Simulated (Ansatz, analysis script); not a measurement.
**MnS (Browneite): spin spirals and exchange**

Does a spiral lie below the collinear start of MnS (Browneite), and how stiff are the moments?

Main program and level: Ansatz 0.2.0; PBEsol, PAW set soft_1 (files made for PBE).

This is a report of a sequence of runs, with most program output left out.

### Step 1. Starting point

The structure is cubic, space group F-43m (No. 216). The conventional cell has a = 5.600 Å, b = 5.600 Å, c = 5.600 Å, α = 90.00°, β = 90.00°, γ = 90.00°. Mn has 4 S at 2.42 Å nearest. Nearest to S lie 4 Mn at 2.42 Å. Farther neighbours and most contacts between anions are not listed.

As a file:

```cif
data_structure
_symmetry_space_group_name_H-M 'P 1'
_symmetry_Int_Tables_number 1
_cell_length_a 3.9598
_cell_length_b 3.9598
_cell_length_c 3.9598
_cell_angle_alpha 60.000
_cell_angle_beta 60.000
_cell_angle_gamma 60.000
_cell_volume 43.90
loop_
_atom_site_label
_atom_site_type_symbol
_atom_site_fract_x
_atom_site_fract_y
_atom_site_fract_z
_atom_site_occupancy
Mn1 Mn 0.00000 0.00000 0.00000 1
S2 S 0.25000 0.25000 0.25000 1
```

### Step 2. Starting state

A collinear run comes first: it shows whether moments survive, and how large they are.

Contents of input.yaml:

```yaml
crystal:
  lattice:
    - [0.0, 2.8, 2.8]
    - [2.8, 0.0, 2.8]
    - [2.8, 2.8, 0.0]
  atoms:
    - { symbol: Mn, position: [0.0, 0.0, 0.0], spin: 4.5 }
    - { symbol: S, position: [0.25, 0.25, 0.25] }
magnetization:
  spin_polarized: true
kpoints:
  mp_grid: { grid: [8, 8, 8] }
hamiltonian:
  xc: pbesol
  pseudopotentials: { kind: paw, azcp: { folder: soft_1 }, xc_functional: pbe }
scf:
  occupations: { method: fermi_dirac, width: 0.05 }
  max_iter: 120
  convergence: { dr2_threshold: 1.0e-08 }
  lower_state_search: "off"
output:
  write_density: true
  write_potential: true
  elf: true
  volumetric_format: npy
```

Launch:

```
> ansatz run input.yaml --threads 1 --pin off --max-ram 2560MiB --backend cpu --events-out ev --progress --plain --runs-dir out
```

Elapsed: 9.9 s, on 1 thread of Arm Neoverse N1, shared host; peak memory 0.28 GiB.

Spin moment in the atom's sphere by atom:

```tsv
atom	spin moment in the atom's sphere (μB)
Mn1	4.12
S2	0.11
```

Tables count atoms from 1; parts of the log count from 0.

The run ends ferromagnetic, with a net moment of 4.88 μB a cell. With one Mn atom carrying the moment, parallel order of its images is forced by the cell, not found.

Spin density in the ac plane of a cell with a along [110], b along [-110] and c along [001] of the cube at fractional y = 0.000, with atoms of Mn and S within 0.2 Å of it.

Ten even steps from '0' (0.0 e/Å³) to '9' (7.1 e/Å³), each cell a mean:
```
7200000001572000000015
1000000000110000000001
0000000000000000000000
0000000000000000000000
0000000000000000000000
0000000000000000000000
0000000000000000000000
0000000000000000000000
0000000000000000000000
0000000000000000000000
0000000000000000000000
0000000000000000000000
0000000000000000000000
3100000000231000000002
9300000001793000000017
```
Columns run along a (7.9 Å), rows up along c (5.6 Å), edges of the conventional cell, whose origin can differ from the input's. Atoms in or near the plane, at fractional coordinates: Mn at (0.50, 0.00), Mn at (0.00, 0.00), S at (0.75, 0.75), S at (0.25, 0.75).

Valence density in the ac plane of a cell with a along [110], b along [-110] and c along [001] of the cube at fractional y = 0.000, with atoms of Mn and S within 0.2 Å of it. It is the smooth field of the valence electrons, not physical close to the nuclei.

Ten steps, logarithmic in the rise over the least value, from '0' (0 e/Å³) to '9' (24 e/Å³), each cell a mean:
```
9731111125897311111258
5422333223554223332235
1123333321111233333211
0113312321001133123210
0012333320000123333200
0001233210000012332100
0001121100000011211000
0000000000000000000000
0000000000000000000000
0000000000000000000000
0000000000000000000000
0000000000000000000000
3210000001332100000013
7520000014775200000147
9731000025997310000259
```
Columns run along a (7.9 Å), rows up along c (5.6 Å), edges of the conventional cell, whose origin can differ from the input's. Atoms in or near the plane, at fractional coordinates: Mn at (0.50, 0.00), Mn at (0.00, 0.00), S at (0.75, 0.75), S at (0.25, 0.75).

ELF in the ac plane of a cell with a along [110], b along [-110] and c along [001] of the cube at fractional y = 0.000, with atoms of Mn and S within 0.2 Å of it. It is the smooth field of the valence electrons, not physical close to the nuclei.

Values, 8 rows by 16 columns, each cell a mean:
```
0.54 0.29 0.47 0.77 0.78 0.62 0.26 0.47 0.54 0.29 0.47 0.77 0.78 0.62 0.26 0.47
0.16 0.42 0.82 0.49 0.32 0.81 0.59 0.19 0.16 0.42 0.82 0.49 0.32 0.81 0.59 0.19
0.10 0.47 0.77 0.57 0.47 0.76 0.62 0.17 0.10 0.47 0.77 0.57 0.47 0.76 0.62 0.17
0.02 0.15 0.47 0.68 0.71 0.56 0.25 0.04 0.02 0.15 0.47 0.68 0.71 0.56 0.25 0.04
0.02 0.03 0.07 0.16 0.18 0.10 0.04 0.02 0.02 0.03 0.07 0.16 0.18 0.10 0.04 0.02
0.09 0.07 0.05 0.03 0.03 0.04 0.06 0.08 0.09 0.07 0.05 0.03 0.03 0.04 0.06 0.08
0.21 0.16 0.11 0.06 0.05 0.09 0.14 0.19 0.21 0.16 0.11 0.06 0.05 0.09 0.14 0.19
0.64 0.37 0.17 0.27 0.29 0.19 0.26 0.57 0.64 0.37 0.17 0.27 0.29 0.19 0.26 0.57
```
Columns run along a (7.9 Å), rows up along c (5.6 Å), edges of the conventional cell, whose origin can differ from the input's. Atoms in or near the plane, at fractional coordinates: Mn at (0.50, 0.00), Mn at (0.00, 0.00), S at (0.75, 0.75), S at (0.25, 0.75).

### Step 3. The same state on a denser mesh

Levels at the Fermi energy are partly filled, so moments and energy differences can hang on the k-mesh, and the state is solved again on a denser one.

input.yaml, the sections that differ from step 2:

```yaml
crystal:
  lattice:
    - [0.0, 2.8, 2.8]
    - [2.8, 0.0, 2.8]
    - [2.8, 2.8, 0.0]
  atoms:
    - { symbol: Mn, position: [0.0, 0.0, 0.0], spin: 4.12 }
    - { symbol: S, position: [0.25, 0.25, 0.25] }
kpoints:
  mp_grid: { grid: [12, 12, 12] }
basis:
  ecutwfc: 420.0
checkpoint:
  read: start
  write: ck
  compress: false
  write_wavefunctions: false
  write_every: 100000
# magnetization, hamiltonian, scf: as in step 2
# output: removed
```

Launch:

```
> ansatz run input.yaml --threads 2 --pin off --max-ram 5120MiB --backend cpu --events-out ev --progress --plain --runs-dir out
```

Wall time 6.8 s (2 threads); peak memory 0.35 GiB.

Spin moment in the atom's sphere by atom:

```tsv
atom	spin moment in the atom's sphere (μB)
Mn1	4.13
S2	0.12
```

The run ends ferromagnetic, with a net moment of 4.88 μB a cell, against 4.88 μB on the first mesh.

Each spiral starts from these moments, tilted 90° from the rotation axis z (a flat spiral); sizes are free, while the program holds flat spirals in their plane. Spin–orbit coupling is switched off, so the energy does not depend on how the axis lies in the crystal. The folder named start holds the saved collinear state, from which each run begins.

### Step 4. q = (0, 0, 0)

The reference is the same input at q = 0, so that basis and exchange-correlation form match those at other q. Every q is chosen so that q/2 is a mesh vector: every spiral then samples the k-points of q = 0, and much mesh noise cancels.

input.yaml, the sections that differ from step 3:

```yaml
crystal:
  lattice:
    - [0.0, 2.8, 2.8]
    - [2.8, 0.0, 2.8]
    - [2.8, 2.8, 0.0]
  atoms:
    - { symbol: Mn, position: [0.0, 0.0, 0.0], spin: 4.13, spin_axis: [1.0, 0.0, 0.0] }
    - { symbol: S, position: [0.25, 0.25, 0.25] }
magnetization:
  noncollinear: true
  spin_spiral: { q: [0.0, 0.0, 0.0] }
checkpoint:
  read: start
# kpoints, hamiltonian, scf, basis: as in step 3
```

Launch:

```
> ansatz run input.yaml --threads 1 --pin off --max-ram 2560MiB --backend cpu --events-out ev --progress --plain --runs-dir out
```

Run time: 32 s. Hardware: 1 thread; peak memory 0.42 GiB.

The largest moment is 4.13 μB, against 4.13 μB in the collinear run.

### Step 5. q = (-0.5, -0.5, 0)

Only q changes. The cell stays that of the crystal, since the generalised Bloch theorem carries the rotation from cell to cell.

input.yaml: that of step 4 with these lines changed.

```diff
@@ -22,3 +22,3 @@
   noncollinear: true
-  spin_spiral: { q: [0.0, 0.0, 0.0] }
+  spin_spiral: { q: [-0.5, -0.5, 0.0] }
 checkpoint:
```

Wall time 3.4 min (1 thread); peak memory 0.85 GiB.

The energy of the cell lies 293 meV below that at q = 0, and the largest moment is 3.95 μB against 4.13 μB.

### Step 6. q = (-0.333, -0.333, 0)

input.yaml: that of step 5 with these lines changed.

```diff
@@ -22,3 +22,3 @@
   noncollinear: true
-  spin_spiral: { q: [-0.5, -0.5, 0.0] }
+  spin_spiral: { q: [-0.33333333, -0.33333333, 0.0] }
 checkpoint:
```

Run time: 3.7 min. Hardware: 1 thread; peak memory 0.83 GiB.

The energy of the cell lies 228 meV below that at q = 0, and the largest moment is 4.00 μB against 4.13 μB.

### Step 7. q = (-0.167, -0.167, 0)

input.yaml: that of step 6 with these lines changed.

```diff
@@ -22,3 +22,3 @@
   noncollinear: true
-  spin_spiral: { q: [-0.33333333, -0.33333333, 0.0] }
+  spin_spiral: { q: [-0.16666667, -0.16666667, 0.0] }
 checkpoint:
```

The job ended after 3 min (1 thread; peak memory 0.82 GiB).

The energy of the cell lies 80.0 meV below that at q = 0, and the largest moment is 4.10 μB against 4.13 μB.

### Step 8. q = (0, 0, 0.5)

input.yaml: that of step 7 with these lines changed.

```diff
@@ -22,3 +22,3 @@
   noncollinear: true
-  spin_spiral: { q: [-0.16666667, -0.16666667, 0.0] }
+  spin_spiral: { q: [0.0, 0.0, 0.5] }
 checkpoint:
```

It took 2.2 min on 1 thread; peak memory 0.66 GiB.

The energy of the cell lies 228 meV below that at q = 0, and the largest moment is 4.00 μB against 4.13 μB.

5 more runs differ from these in the same keys alone and are tabled below.

### Step 9. The spirals together

```tsv
q (reciprocal lattice)	path length (1/Å)	E(q) − E(0) (meV a magnetic atom)	|m| Mn no. 1 (μB)
(0, 0, 0)	0.000	0.00	4.13
(-0.167, -0.167, 0)	0.374	-79.96	4.10
(-0.333, -0.333, 0)	0.748	-227.66	4.00
(-0.5, -0.5, 0)	1.122	-293.01	3.95
(-0.333, -0.333, 0.333)	1.651	-281.72	3.96
(-0.333, -0.167, 0.333)	1.975	-281.95	3.96
(-0.333, 0, 0.333)	2.299	-281.72	3.96
(-0.167, 0, 0.167)	2.828	-138.63	4.06
(0, 0, 0)	3.357	0.00	4.13
(0, 0, 0.333)	4.004	-174.76	4.03
(0, 0, 0.5)	4.328	-227.59	4.00
```

### Step 10. What came out

* lowest point of the path: q = (-0.5, -0.5, 0), -293 meV a magnetic atom from q = 0
* highest point: 0 meV a magnetic atom

**Reading.** The state at q = (-0.5, -0.5, 0) lies 293 meV a magnetic atom below the ferromagnetic start, so that start is not the lowest state; a flat spiral with q made of halves, on one magnetic atom a cell, is a collinear order of a doubled cell. The moments change by at most 5 % from their size at q = 0, so they are nearly rigid. No spin model is given, since the independent points are too few for the number of shells that the script fitted. The 10 spiral runs took 46 min of wall time, added up. Without a U, semilocal functionals delocalise the d or f electrons of such compounds, which shrinks moments, overestimates superexchange, narrows or closes the gap and can change the order. Energies are free energies at a smearing of 0.05 eV, and with partly filled levels differences shift, at times strongly, as the smearing goes to zero. In doubt: the program's search for lower states was switched off, so a lower magnetic state than those reached may exist.

[Logs and program files are shortened in this print: banners, set-up blocks, solver, clock and traceback lines can be left out without a mark of their own.]

[Logs are printed without paths, hosts, clocks, repeated set-up lines and the standing remarks that a program may print on its own settings, such as how far it seeks lower states.]

[Hosts, paths, dates, database ids (printed as entryN), source tags and the programs' standing remarks are cut or masked in the printed files.]
